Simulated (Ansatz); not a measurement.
# TaGe2N4 monolayer in a perpendicular field, part 3 of 3

Wanted: the out-of-plane response of the TaGe2N4 monolayer. A positive field points along +c.

Ansatz 0.2.0; plane-wave DFT, PBE-D3(BJ), Ansatz PAW.

So far. Step 3 (Single point, field 0): The work function of the upper face is 5.43 eV. Step 4 (Atoms held, field 0.1 V/Å): The dipole is 0.0373 e·Å.

### 5. Single point, field -0.1 V/Å

input.yaml

```yaml
crystal:
  lattice:
    - [3.0573468302, 0.0, 0.0]
    - [-1.5286734151, 2.6477400231, 0.0]
    - [0.0, 0.0, 25.4186638756]
  atoms:
    - { symbol: "N", position: [0.0, 0.0, 0.3540705382], spin: 0.01 }
    - { symbol: Ge, position: [0.3333333333, 0.6666666667, 0.3782138549] }
    - { symbol: "N", position: [0.3333333333, 0.6666666667, 0.4520000038], spin: 0.01 }
    - { symbol: Ta, position: [0.0, 0.0, 0.5], spin: 0.24 }
    - { symbol: "N", position: [0.3333333333, 0.6666666667, 0.5479999962], spin: 0.01 }
    - { symbol: Ge, position: [0.3333333333, 0.6666666667, 0.6217861451] }
    - { symbol: "N", position: [0.0, 0.0, 0.6459294618], spin: 0.01 }
magnetization:
  spin_polarized: true
kpoints:
  mp_grid: { grid: [18, 18, 1] }
  band_path:
    path: [[0, 0, 0], [0.5, 0, 0], [0.33333333, 0.33333333, 0], [0, 0, 0]]
    npoints: 16
hamiltonian:
  xc: pbe
  dispersion: d3bj
scf:
  occupations: { method: fermi_dirac, width: 0.02585 }
  convergence: { dr2_threshold: 1.0e-10 }
efield:
  axis: 3
  dipole_correction: true
  ramp_position: 0.9374
  ramp_width: 0.1251
  amplitude: -0.1
output:
  write_potential: true
  write_density: true
  volumetric_format: npy
```

Command:

```sh
> ansatz run input.yaml --threads 4 --pin off --max-ram 6144MiB --backend cpu --events-out ev --progress --plain --runs-dir out
```

Numbers of over 12 decimals in the logs are rounded to 6 here.

The program printed:

```text
[...]
Crystal: 7 atoms, lattice volume = 205.766 Å³
Basis set: ecut = 420 eV, 4021 PW (Γ)
Bands: 38, of which v1, the nominal top of the filled ones, is band 31 counted from 1 (30 counted from 0)
Symmetry: 6 space group operations
k-points: 37 of 324 (time reversal used)
[...]
Starting moments: Σ|m| = 0.28 μB on 5 of 7 sites
[...]
k-point 1 ↑: bands = [... 27 lower, -0.7691, -0.7140, -0.1108, 2.0081, 3.5360, 3.8662, 5.4318, 5.4824, ... 3 higher]
  k-point 2 ↑: bands = [... 27 lower, -0.9363, -0.8641, -0.0448, 2.1634, 3.7326, 3.9280, 5.4429, 5.7403, ... 3 higher]
  k-point 36 ↓: bands = [... 27 lower, -1.9928, -0.6494, -0.0121, 2.3494, 4.5843, 5.9125, 6.0452, 6.7412, ... 3 higher]
[key lines of the parts left out:]
SCF converged after 22 iterations
Magnetization: 0.6100 μB (30.8050 up, 30.1950 down)
Free energy (F): -20062.085297 eV
Fermi energy:    1.689856 eV
Dipole field:    D = -0.032819 V/Å  (p = -0.037319 e·Å, saw-weighted, corrected)
```

Elapsed: 88 s, on 4 threads of Arm Neoverse N1, shared host; peak memory 0.95 GiB.

The dipole is -0.0373 e·Å.

### 6. Response, atoms held

This step: plane-wave DFT, PBE-D3(BJ), Ansatz PAW; response to a field along the normal, atoms held (Ansatz 0.2.0).

The dipoles give the slope, and the difference of two potentials shows where the field is screened.

Numbers from this step:

| Property | Result |
| --- | --- |
| equivalent conductor thickness p/(ε₀AE) | 8.342 Å |
| distance between the outer atoms | 7.419 Å |

Dipole of the cell against applied field:

| applied field (V/Å) | dipole of the cell (e·Å) |
| --- | --- |
| -0.1000 | -0.0373 |
| 0.0000 | 0 |
| 0.1000 | 0.0373 |

The total moment stays at 0.610 μB for applied field from -0.1 to 0.1 V/Å.

Local field over the applied field, running mean. From the potentials at -0.1 and 0.1 V/Å; running mean over 2.5 Å. The local field over applied field by z:

```
z (Å)  local field over applied field
    5                           0.998
    6                           0.983
    7                           0.874
    8                           0.573
    9                           0.265
   10                           0.142
   11                           0.117
   12                          0.0779
   13                          0.0629
   14                           0.104
   15                           0.128
   16                           0.192
   17                           0.426
   18                           0.762
   19                           0.959
   20                           0.996
   21                           1.000
```

The induced electron density oscillates, so the rows of the table below give means over windows of 0.5 Å about each position, cut where the curve ends. Its maxima inside the range that stand out by 2 % of the span (Å: e/Å³ per V/Å): 8.19: 0.00378, 9.18: 0.00180, 10.59: 0.00121, 11.58: 0.00148, 13.27: 8.8e-4, 14.26: 2.1e-4, 15.53: 0.00196, 16.52: -5.9e-4. Its minima: 8.90: 5.9e-4, 9.89: -0.00196, 11.16: -2.1e-4, 12.14: -8.8e-4, 13.84: -0.00148, 14.83: -0.00121, 16.24: -0.00180, 17.23: -0.00378.

Electrons, planar mean, per unit field. The induced electron density by z; means over each step:

```
z (Å)  induced electron density (e/Å³ per V/Å)
  4.5                                   1.7e-6
  5.0                                   6.1e-6
  5.5                                   2.2e-5
  6.0                                   7.4e-5
  6.5                                   2.3e-4
  7.0                                   6.8e-4
  7.5                                  0.00173
  8.0                                  0.00330
  8.5                                  0.00271
  9.0                                  0.00114
  9.5                                   8.0e-5
 10.0                                 -0.00133
 10.5                                   8.0e-4
 11.0                                   3.9e-4
 11.5                                   8.7e-4
 12.0                                  -3.2e-4
 12.5                                  -4.3e-4
 13.0                                   5.7e-4
 13.5                                   2.0e-5
 14.0                                  -7.0e-4
 14.5                                  -5.9e-4
 15.0                                  -5.8e-4
 15.5                                  0.00150
 16.0                                  -5.6e-4
 16.5                                 -0.00113
 17.0                                 -0.00306
 17.5                                 -0.00308
 18.0                                 -0.00152
 18.5                                  -5.8e-4
 19.0                                  -2.0e-4
 19.5                                  -6.1e-5
 20.0                                  -1.8e-5
 20.5                                  -5.0e-6
 21.0                                  -1.3e-6
```

By hand: between -0.1 and 0.1 V/Å the dipole changes by 0.07464 e·Å, a slope of 0.3732 e·Å²/V. A perfect conductor of thickness t has p = ε₀AEt, so t = 180.95 × 0.3732 / 8.095 = 8.34 Å (e/ε₀ = 180.95 V·Å, A in Å²).

The induced dipole is that of a conductor 8.34 Å thick.

### 7. Outcome

| Property | Result |
| --- | --- |
| gap without field | none |
| work function, upper face | 5.43 eV |
| equivalent conductor thickness, atoms held | 8.34 Å |

In words: The induced dipole equals that of a perfect conductor 8.34 Å thick, while the outer atoms lie 7.42 Å apart. There is no gap over 0.03 eV, with or without the field. For an open d or f shell that can be the fault of a semilocal functional without a Hubbard term. The magnetic order is the one reached from the typed start; other orders were not compared. Spin-orbit coupling is left out, which matters for the bands of elements this heavy. The outer anions sit over the metal atoms, one of several polytypes of such layers and not the lowest for every compound.

[Logs are printed without paths, hosts, clocks, repeated set-up lines and the standing remarks that a program may print on its own settings, such as how far it seeks lower states.]

[Hosts, paths, dates, database ids (printed as entryN), source tags and the programs' standing remarks are cut or masked in the printed files.]

[Maps of the electrostatic potential energy from Ansatz leave out the sawtooth potential of an applied field or a dipole correction, so their vacuum need not be flat; planar profiles and work functions include it.]
